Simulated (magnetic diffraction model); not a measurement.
## Which magnetic order? YFeRu

Space group Imma (no. 74), a = 5.0110 Å, b = 5.1650 Å, c = 7.0950 Å.

```csv
site,atom,x,y,z
4b,Ru,0,0,1/2
4e,Y,1/2,1/4,0.6241
4c,Fe,1/4,1/4,1/4
```

The compound is invented for this exercise: a known structure type with other elements, its cell scaled to their sizes and not relaxed.

Only Fe is taken to order (form factors of Fe2+); orders and moment sizes are assumed, and not adapted to the symmetry. Radiation: neutrons of λ = 2.41 Å, 8° to 90°; isotropic B of 0.41 Å² (Ru), 0.43 Å² (Y) and 0.47 Å² (Fe). Simulated constant-wavelength pattern: nuclear and magnetic terms add, the magnetic one as |2.695 fm × Σ f S⊥ exp(2πi Q·r) exp(−B s²)|², summed over all Q at one angle with the factor 1/(sin²θ cos θ). For collinear order S is the moment m, which repeats by lattice and centring translations R with the sign exp(−2πi k·R). Free-ion form factors, Sears's scattering lengths of 1992, no absorption; a label names one of the reflections at its angle. The strongest nuclear line in the range is 100, and lines under 0.2 are left out.

Above the ordering temperature:

```tsv
2θ (°)	index	I
33.55	(0 1 1)	12.2
34.24	(1 0 1)	1.7
39.71	(0 0 2)	1.5
55.63	(0 2 0)	16.0
56.99	(1 1 2)	35.8
57.49	(2 0 0)	4.2
66.97	(1 2 1)	73.1
68.17	(0 1 3)	50.9
68.23	(2 1 1)	100.0
68.58	(1 0 3)	34.6
70.50	(0 2 2)	57.9
72.14	(2 0 2)	57.2
84.15	(2 2 0)	13.1
85.59	(0 0 4)	6.5
```

Below it (cell unchanged):

```tsv
2θ (°)	I
33.55	12.2
34.24	7.3
39.15	3.0
39.71	1.5
55.63	16.0
56.99	39.0
57.49	4.2
66.97	74.5
68.17	50.9
68.23	100.0
68.58	35.7
70.50	57.9
72.14	57.2
84.15	13.1
85.59	6.5
```

**Question.** Find the propagation vector, then choose among these models:
A. collinear moments along [010], 1.45 μB on Fe; signs + at (1/4, 1/4, 1/4), − at (3/4, 1/4, 1/4)
B. collinear moments along [010], 1.45 μB on Fe; signs + at (1/4, 1/4, 1/4), + at (3/4, 1/4, 1/4)
C. collinear moments along [110], 1.45 μB on Fe; signs + at (1/4, 1/4, 1/4), + at (3/4, 1/4, 1/4)
D. collinear moments along [110], 1.45 μB on Fe; signs + at (1/4, 1/4, 1/4), − at (3/4, 1/4, 1/4)

No line moves, and magnetic intensity falls on nuclear lines such as the one at 34.24°; new lines at (1 -1 0) have whole indices that obey the lattice centring, at places with no nuclear intensity to speak of, so the magnetic cell equals the chemical primitive cell: k = 0.

Magnetic intensity, observed (below minus above) and for each model:

| 2θ (°) | index | observed | A | B | C | D |
| --- | --- | --- | --- | --- | --- | --- |
| 33.55 | (0 1 1) | <0.2 | <0.2 | 3.0 | 5.8 | <0.2 |
| 34.24 | (1 0 1) | 5.6 | 8.3 | <0.2 | <0.2 | 5.6 |
| 39.15 | (1 -1 0) | 3.0 | 3.1 | <0.2 | <0.2 | 3.0 |
| 39.71 | (0 0 2) | <0.2 | <0.2 | 2.9 | 2.9 | <0.2 |
| 56.99 | (1 1 2) | 3.2 | 3.3 | <0.2 | <0.2 | 3.2 |
| 66.97 | (1 2 1) | 1.4 | 0.8 | <0.2 | <0.2 | 1.4 |
| 68.23 | (2 1 1) | <0.2 | <0.2 | 2.1 | 1.4 | <0.2 |
| 68.58 | (1 0 3) | 1.1 | 1.2 | <0.2 | <0.2 | 1.1 |

Model D matches.

The structure used: k = (0 0 0), collinear moments along [110], 1.45 μB on Fe; signs + at (1/4, 1/4, 1/4), − at (3/4, 1/4, 1/4).

[Logs are printed without paths, hosts, clocks, repeated set-up lines and the standing remarks that a program may print on its own settings, such as how far it seeks lower states.]
